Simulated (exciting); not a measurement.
Two BSE runs for the La L₃ edge of CsLaS2, space group R-3m. Run A: exciting, all-electron LAPW+lo, LDA, exchange and screened direct term (singlet BSE), 2×2×2 shifted k points, 68 conduction bands, |G+q| up to 3 bohr⁻¹ (2 in the exchange term), full RPA screening with nempty = 103, Lorentzian half width 1.71 eV. Run B has a fault in its input.

Energy from the Kohn–Sham onset, core level to the lowest empty state found on the meshes used; one zero for both, scaled to A's maximum:

| E (eV) | A | B |
| --- | --- | --- |
| -12.0 | 0.03 | 0.04 |
| -11.5 | 0.03 | 0.05 |
| -11.0 | 0.04 | 0.05 |
| -10.5 | 0.04 | 0.05 |
| -10.0 | 0.04 | 0.06 |
| -9.5 | 0.05 | 0.07 |
| -9.0 | 0.05 | 0.07 |
| -8.5 | 0.05 | 0.08 |
| -8.0 | 0.06 | 0.10 |
| -7.5 | 0.07 | 0.11 |
| -7.0 | 0.08 | 0.13 |
| -6.5 | 0.09 | 0.15 |
| -6.0 | 0.10 | 0.18 |
| -5.5 | 0.11 | 0.22 |
| -5.0 | 0.13 | 0.27 |
| -4.5 | 0.16 | 0.34 |
| -4.0 | 0.19 | 0.44 |
| -3.5 | 0.23 | 0.57 |
| -3.0 | 0.29 | 0.74 |
| -2.5 | 0.37 | 0.90 |
| -2.0 | 0.48 | 1.00 |
| -1.5 | 0.61 | 1.05 |
| -1.0 | 0.74 | 1.07 |
| -0.5 | 0.84 | 1.08 |
| 0.0 | 0.92 | 1.04 |
| 0.5 | 0.97 | 0.95 |
| 1.0 | 1.00 | 0.82 |
| 1.5 | 0.98 | 0.70 |
| 2.0 | 0.92 | 0.60 |
| 2.5 | 0.83 | 0.53 |
| 3.0 | 0.73 | 0.47 |
| 3.5 | 0.64 | 0.44 |
| 4.0 | 0.58 | 0.41 |
| 4.5 | 0.52 | 0.38 |
| 5.0 | 0.48 | 0.37 |
| 5.5 | 0.45 | 0.37 |
| 6.0 | 0.43 | 0.36 |
| 6.5 | 0.42 | 0.36 |
| 7.0 | 0.42 | 0.35 |
| 7.5 | 0.41 | 0.34 |
| 8.0 | 0.40 | 0.33 |
| 8.5 | 0.39 | 0.32 |
| 9.0 | 0.38 | 0.32 |
| 9.5 | 0.37 | 0.31 |
| 10.0 | 0.36 | 0.30 |
| 10.5 | 0.35 | 0.28 |
| 11.0 | 0.33 | 0.27 |
| 11.5 | 0.32 | 0.26 |
| 12.0 | 0.31 | 0.26 |
| 12.5 | 0.30 | 0.27 |
| 13.0 | 0.30 | 0.27 |
| 13.5 | 0.30 | 0.28 |
| 14.0 | 0.31 | 0.28 |
| 14.5 | 0.31 | 0.28 |
| 15.0 | 0.32 | 0.28 |
| 15.5 | 0.32 | 0.27 |
| 16.0 | 0.32 | 0.26 |
| 16.5 | 0.31 | 0.25 |
| 17.0 | 0.29 | 0.24 |
| 17.5 | 0.28 | 0.23 |
| 18.0 | 0.27 | 0.22 |
| 18.5 | 0.26 | 0.22 |
| 19.0 | 0.25 | 0.21 |
| 19.5 | 0.24 | 0.21 |
| 20.0 | 0.24 | 0.20 |
| 20.5 | 0.24 | 0.20 |
| 21.0 | 0.23 | 0.20 |
| 21.5 | 0.23 | 0.19 |
| 22.0 | 0.23 | 0.18 |

Question: What most likely went wrong in run B?

Far too few empty states in the screening (empty states in the screening from 103 to 8). Against run A the r.m.s. difference is 39 %. Moving the earlier curve by -1.9 eV leaves 9 %. The highest maximum lies at -0.7 eV (1.08), against 1.1 eV (1.00). The first bright state moves from -1.02 to -2.29 eV. Too few states underscreen, so the attraction is too strong. Other settings could leave a like mark; this is the change that was made.

[Hosts, paths, dates, database ids (printed as entryN), source tags and the programs' standing remarks are cut or masked in the printed files.]
